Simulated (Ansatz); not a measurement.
## Free carriers and the phonons of GaP (F-43m)

Aim: how far do free carriers move the optical modes of GaP (F-43m)?

Program: Ansatz 0.2.0. Level of theory: DFT LDA, scalar-relativistic, plane waves, PAW; PAW set soft_1. Results are calculated unless marked as measured.

Most raw output is cut from this account.

## Step 1: Set-up

It takes space group F-43m (No. 216, cubic). The conventional cell has a = 5.451 Å, b = 5.451 Å, c = 5.451 Å, α = 90.00°, β = 90.00°, γ = 90.00°. Nearest to P lie 4 Ga at 2.36 Å. Nearest to Ga lie 4 P at 2.36 Å. Farther neighbours are not listed.

## Step 2: Bringing the structure to rest

Harmonic phonons are second derivatives at a point where the forces vanish, and they are wanted at zero stress, so atoms and cell are relaxed first.

Input file input.yaml:

```yaml
crystal:
  lattice:
    - [0.0, 2.72525, 2.72525]
    - [2.72525, 0.0, 2.72525]
    - [2.72525, 2.72525, 0.0]
  atoms:
    - { symbol: P, position: [0.75, 0.75, 0.75] }
    - { symbol: Ga, position: [0.0, 0.0, 0.0] }
kpoints:
  mp_grid: { grid: [8, 8, 8] }
hamiltonian:
  xc: lda
  pseudopotentials: { kind: paw, azcp: { folder: soft_1 }, xc_functional: pbe }
scf:
  occupations: { method: gaussian, width: 0.02 }
output:
  forces: true
  stress: true
  eigenvalues: true
  write_density: true
  write_potential: true
  elf: true
  volumetric_format: npy
relax:
  adjacent_minimum: "off"
  f_tol: 0.005
  max_steps: 80
  cell: { stress_tol: 0.05 }
```

Started as:

```
$ ansatz run input.yaml --threads 8 --pin off --max-ram 16384MiB --backend cpu --events-out ev --progress --plain --runs-dir out
```

It took 2.2 s on 8 threads of Arm Neoverse V2, shared host; peak memory 0.34 GiB; 12 s of CPU time.

Step by step:

| step | energy less that of the first step (eV) | largest force component (eV/Å) | pressure (GPa) | volume (Å³) |
| --- | --- | --- | --- | --- |
| 1 | 0.0000 | 0.0000 | -2.74 | 40.48 |
| 2 | -0.0106 | 0.0000 | -0.86 | 39.56 |
| 3 | -0.0116 | 0.0000 | 0.05 | 39.16 |
| 4 | -0.0116 | 0.0000 | 0.00 | 39.18 |
| 5* | -0.0115 | 0.0000 | 0.00 | 39.18 |

Relaxation steps marked * repeat the geometry before them on a plane-wave basis chosen anew for their cell, so energy and pressure can jump there.

Forces are held to the 24 operations that the run works with; a distortion that breaks them can't arise in this run.

| conventional cell, symmetrised | before | after | change |
| --- | --- | --- | --- |
| a (Å) | 5.451 | 5.391 | -1.1 % |
| b (Å) | 5.451 | 5.391 | -1.1 % |
| c (Å) | 5.451 | 5.391 | -1.1 % |
| volume (Å³/atom) | 20.24 | 19.59 | -3.2 % |

Final coordinates:

```xyz
2
Lattice="0.0000 2.6957 2.6957 2.6957 0.0000 2.6957 2.6957 2.6957 0.0000" Properties=species:S:1:pos:R:3 pbc="T T T"
P     4.0436    4.0436    4.0436
Ga    0.0000    0.0000    0.0000
```

This step gave:

* pressure: -0.001126 GPa
* gap on the k-mesh: 1.430 eV
* volume per atom: 19.59 Å³

ELF in the ac plane of a cell with a along [110], b along [-110] and c along [001] of the cube at fractional y = 0.000, with atoms of P and Ga within 0.2 Å of it. It is the smooth field of the valence electrons, not physical close to the nuclei.

Values, 8 rows by 16 columns, each cell a mean:
```
0.10 0.22 0.25 0.22 0.20 0.25 0.24 0.13 0.10 0.22 0.25 0.22 0.20 0.25 0.24 0.13
0.26 0.22 0.12 0.04 0.03 0.08 0.19 0.25 0.26 0.22 0.12 0.04 0.03 0.08 0.19 0.25
0.11 0.07 0.04 0.03 0.03 0.03 0.06 0.10 0.11 0.07 0.04 0.03 0.03 0.03 0.06 0.10
0.02 0.04 0.13 0.27 0.30 0.18 0.06 0.02 0.02 0.04 0.13 0.27 0.30 0.18 0.06 0.02
0.04 0.21 0.52 0.70 0.72 0.61 0.32 0.07 0.04 0.21 0.52 0.70 0.72 0.61 0.32 0.07
0.21 0.54 0.70 0.28 0.18 0.60 0.65 0.29 0.21 0.54 0.70 0.28 0.18 0.60 0.65 0.29
0.27 0.55 0.85 0.55 0.40 0.82 0.69 0.32 0.27 0.55 0.85 0.55 0.40 0.82 0.69 0.32
0.09 0.23 0.55 0.71 0.70 0.65 0.33 0.08 0.09 0.23 0.55 0.71 0.70 0.65 0.33 0.08
```
Columns run along a (7.6 Å), rows up along c (5.4 Å), edges of the conventional cell, whose origin can differ from the input's. Atoms in or near the plane, at fractional coordinates: P at (0.75, 0.25), P at (0.25, 0.25), Ga at (0.50, 0.00), Ga at (0.00, 0.00).

Valence density in the ac plane of a cell with a along [110], b along [-110] and c along [001] of the cube at fractional y = 0.000, with atoms of P and Ga within 0.2 Å of it. It is the smooth field of the valence electrons, not physical close to the nuclei.

Ten steps, logarithmic in the rise over the least value, from '0' (0 e/Å³) to '9' (34 e/Å³), each cell a mean:
```
852000002587310000137
321000001233100000013
110000000111000000001
000000000000000000000
000000000000000000000
000000000000000000000
000000000000000000000
000011100000001111000
000122210000011221100
001211121000012112100
011210121100122012210
211222221121122222211
632222212365212222225
962111112698411111148
```
Columns run along a (7.6 Å), rows up along c (5.4 Å), edges of the conventional cell, whose origin can differ from the input's. Atoms in or near the plane, at fractional coordinates: P at (0.75, 0.25), P at (0.25, 0.25), Ga at (0.50, 0.00), Ga at (0.00, 0.00).

Electrostatic potential energy in the ac plane of a cell with a along [110], b along [-110] and c along [001] of the cube at fractional y = 0.000, with atoms of P and Ga within 0.2 Å of it. With pseudopotentials it is smooth inside the atoms' cores, unlike the true potential.

Ten even steps from '0' (-42 eV) to '9' (28 eV), each cell a mean:
```
985677765899667777669
656777776566567777656
667777777666677777766
777777777777777777777
777777777777777777777
777777777777777777777
777777777777777777777
777766677777776666777
777532357777764224677
776300036777751001577
666300036666651001566
556410146555653003565
865654565688565445658
985666665999756666579
```
Columns run along a (7.6 Å; values clipped at the 3rd and 97th percentile), rows up along c (5.4 Å), edges of the conventional cell, whose origin can differ from the input's. Atoms in or near the plane, at fractional coordinates: P at (0.75, 0.25), P at (0.25, 0.25), Ga at (0.50, 0.00), Ga at (0.00, 0.00).

In this step the volume went from 20.24 to 19.59 Å³/atom.

## Step 3: Tight relaxation

Phonons need small forces and stress, so the relaxation is finished with tight tolerances on 8×8×8 k points.

input.yaml, the sections that differ from step 2:

```yaml
crystal:
  lattice:
    - [0.0, 2.6957056919, 2.6957056919]
    - [2.6957056919, 0.0, 2.6957056919]
    - [2.6957056919, 2.6957056919, 0.0]
  atoms:
    - { symbol: P, position: [0.75, 0.75, 0.75] }
    - { symbol: Ga, position: [0.0, 0.0, 0.0] }
scf:
  occupations: { method: fixed }
output:
  forces: true
  stress: true
  eigenvalues: true
relax:
  adjacent_minimum: "off"
  f_tol: 0.001
  max_steps: 60
  cell: { stress_tol: 0.01 }
# kpoints, hamiltonian: as in step 2
```

Elapsed: 0.9 s, on 8 threads; peak memory 0.34 GiB.

Little changed from the start: no atom moved by 0.005 Å and no cell edge by 0.1 %.

This step gave:

- pressure: -0.001121 GPa

The forces vanish by symmetry and the pressure is -0.001 GPa, within the tolerances set. The cell now holds 19.59 Å³/atom.

## Step 4: Ground state of a member: no carriers

The cell of the neutral crystal is kept with no carriers. The bands are sampled on 30×30×30 points with Fermi-Dirac filling of 0.03 eV.

input.yaml, the sections that differ from step 3:

```yaml
kpoints:
  mp_grid: { grid: [30, 30, 30] }
scf:
  occupations: { method: fermi_dirac, width: 0.03 }
# crystal, hamiltonian, output: as in step 3
# relax: removed
```

Wall time 5.5 s (8 threads); peak memory 0.72 GiB; 40 s of CPU time.

The forces vanish by symmetry.

## Step 5: Zone-centre modes of the member: no carriers

Phonons follow from the second derivative of the energy, found here by linear response.

The zone-centre modes follow for no carriers.

input.yaml: that of step 4 with these lines changed.

```diff
@@ -16,4 +16,4 @@
 output:
-  forces: true
-  stress: true
   eigenvalues: true
+phonons:
+  method: dfpt
```

Run time: 54 s. Hardware: 8 threads; peak memory 2.9 GiB.

This step gave:

- sum-rule residual before enforcement: 2.34e-5 eV/Å²
- point group: -43m
- highest optical mode at the zone centre (no LO-TO term): 365.0 cm⁻¹
- lowest optical zone-centre mode: 365.0 cm⁻¹

Without the LO-TO term. Patterns of degenerate modes are one choice out of their space. The modes at Γ (shares of kinetic energy by element, %):

| mode | frequency (cm⁻¹) | symmetry | P % | Ga % |
| --- | --- | --- | --- | --- |
| 1 | 0.0 | acoustic | 31 | 69 |
| 2 | 0.0 | acoustic | 31 | 69 |
| 3 | 0.0 | acoustic | 31 | 69 |
| 4 | 365.0 | T2 | 69 | 31 |
| 5 | 365.0 | T2 | 69 | 31 |
| 6 | 365.0 | T2 | 69 | 31 |

Displacements in mode 4 (365.0 cm⁻¹), the largest set to 1:
```
P1   0.00  1.00 -0.27
Ga2  0.00 -0.44  0.12
```

The optical mode without the LO-TO term lies at 365.0 cm⁻¹.

## Step 6: Ground state of a member: 15 × 10²⁰ holes per cm³

The cell of the neutral crystal is kept with 15 × 10²⁰ holes per cm³, balanced by a uniform background. The bands are sampled on 30×30×30 points with Fermi-Dirac filling of 0.03 eV.

input.yaml: that of step 5 with these lines changed.

```diff
@@ -8,2 +8,3 @@
     - { symbol: Ga, position: [0.0, 0.0, 0.0] }
+total_charge: 0.058768
 kpoints:
@@ -16,4 +17,4 @@
 output:
+  forces: true
+  stress: true
   eigenvalues: true
-phonons:
-  method: dfpt
```

The job ended after 5.8 s (8 threads; peak memory 0.72 GiB).

The forces vanish by symmetry.

## Step 7: Modes of this member: 15 × 10²⁰ holes per cm³

The zone-centre modes follow for 15 × 10²⁰ holes per cm³.

input.yaml: that of step 6 with these lines changed.

```diff
@@ -17,4 +17,4 @@
 output:
-  forces: true
-  stress: true
   eigenvalues: true
+phonons:
+  method: dfpt
```

It took 53 s on 8 threads; peak memory 2.9 GiB.

This step gave:

* sum-rule residual before enforcement: 1.29e-5 eV/Å²
* highest optical mode at the zone centre (no LO-TO term): 342.4 cm⁻¹
* lowest optical zone-centre mode: 342.4 cm⁻¹

Without the LO-TO term. Patterns of degenerate modes are one choice out of their space. Modes at Γ, with each element's share of the kinetic energy:

| mode | frequency (cm⁻¹) | symmetry | P % | Ga % |
| --- | --- | --- | --- | --- |
| 1 | 0.0 | acoustic | 31 | 69 |
| 2 | 0.0 | acoustic | 31 | 69 |
| 3 | 0.0 | acoustic | 31 | 69 |
| 4 | 342.4 | T2 | 69 | 31 |
| 5 | 342.4 | T2 | 69 | 31 |
| 6 | 342.4 | T2 | 69 | 31 |

The optical mode without the LO-TO term lies at 342.4 cm⁻¹.

## Step 8: A check on a coarser mesh: 2 × 10²⁰ holes per cm³

To see what the mesh is worth, the run for 2 × 10²⁰ holes per cm³ is repeated on 24×24×24 points.

input.yaml: that of step 7 with these lines changed.

```diff
@@ -8,5 +8,5 @@
     - { symbol: Ga, position: [0.0, 0.0, 0.0] }
-total_charge: 0.058768
+total_charge: 0.007836
 kpoints:
-  mp_grid: { grid: [30, 30, 30] }
+  mp_grid: { grid: [24, 24, 24] }
 hamiltonian:
```

Run time: 28 s. Hardware: 8 threads; peak memory 1.7 GiB.

Numbers from this step:

- sum-rule residual before enforcement: 7.94e-5 eV/Å²
- highest optical mode at the zone centre (no LO-TO term): 355.6 cm⁻¹
- lowest optical zone-centre mode: 355.6 cm⁻¹

The highest mode comes at 355.6 cm⁻¹, against 354.8 cm⁻¹ on 30×30×30 points.

## Step 9: A check on a coarser mesh: 10 × 10²⁰ holes per cm³

To see what the mesh is worth, the run for 10 × 10²⁰ holes per cm³ is repeated on 24×24×24 points.

input.yaml: that of step 8 with these lines changed.

```diff
@@ -8,3 +8,3 @@
     - { symbol: Ga, position: [0.0, 0.0, 0.0] }
-total_charge: 0.007836
+total_charge: 0.039178
 kpoints:
```

Wall time 29 s (8 threads); peak memory 1.7 GiB; 3.2 min of CPU time.

This step gave:

```yaml
sum_rule_residual_before_enforcement: 2.61e-5 eV/Å²
highest_optical_mode_at_the_zone_centre_no_lo_to_term: 344.7 cm⁻¹
lowest_optical_zone_centre_mode: 344.7 cm⁻¹
```

The highest mode comes at 344.7 cm⁻¹, against 346.0 cm⁻¹ on 30×30×30 points.

## Step 10: All members side by side

The members are set side by side, also those not shown above.

Electrons count positive and holes negative; without the LO-TO term; modes are tracked from the neutral crystal by their patterns, and those within 0.3 cm⁻¹ of each other stand once; the cell of the neutral crystal is kept and the atoms are relaxed where symmetry leaves them free; all runs use 30×30×30 k points and Fermi-Dirac smearing of 0.03 eV. Optical modes along the series:

| carriers (10²⁰ cm⁻³) | mode 4 T2 (cm⁻¹) |
| --- | --- |
| -15 | 342.4 |
| -10 | 346 |
| -6 | 348.7 |
| -4 | 350.6 |
| -2 | 354.8 |
| -1 | 358.3 |
| 0 | 365 |

## Step 11: Outcome

| Property | Result |
| --- | --- |
| members | 7 |
| mode | mode 4 T2 |
| its frequency without carriers | 364.96 cm⁻¹ |
| its frequency at -15 × 10²⁰ cm⁻³ | 342.44 cm⁻¹ |

In words: At 15 × 10²⁰ holes per cm³ the optical mode has moved by -22.52 cm⁻¹ from 364.96 cm⁻¹. At 2 and 10 × 10²⁰ cm⁻³ the coarser mesh moves the optical modes by up to 1.29 cm⁻¹, a measure of the error left by the mesh there. The response is adiabatic: the carriers follow the ions at once. Where they cannot, as for a zone-centre mode faster than their scattering, measured shifts differ, and line shapes are not given here. A static distortion lets holes move between the bands that it splits, which a fast mode allows only in part, so this softening can be well above the one seen in Raman spectra. The background stands for dopants without their size, scattering or local bonds, and the cell is that of the neutral crystal, although carriers also change the volume at rest, which would shift the modes as well. Spin-orbit coupling, which splits the valence bands that hold the holes, is left out. In a polar crystal the carriers also screen the field of the longitudinal modes, often the largest effect; only modes without that field are treated here. These are harmonic frequencies of a static lattice, with warm electrons: anharmonic shifts, linewidths and thermal expansion are left out. The PAW files were made for PBE; the program adapts parts of them to the functional of the run, but their partial waves stay those of PBE, an approximation that was not tested in this session. Only the zone centre was solved, so an instability at another wavevector cannot show here.

[Logs are printed without paths, hosts, clocks, repeated set-up lines and the standing remarks that a program may print on its own settings, such as how far it seeks lower states.]

[Hosts, paths, dates, database ids (printed as entryN), source tags and the programs' standing remarks are cut or masked in the printed files.]
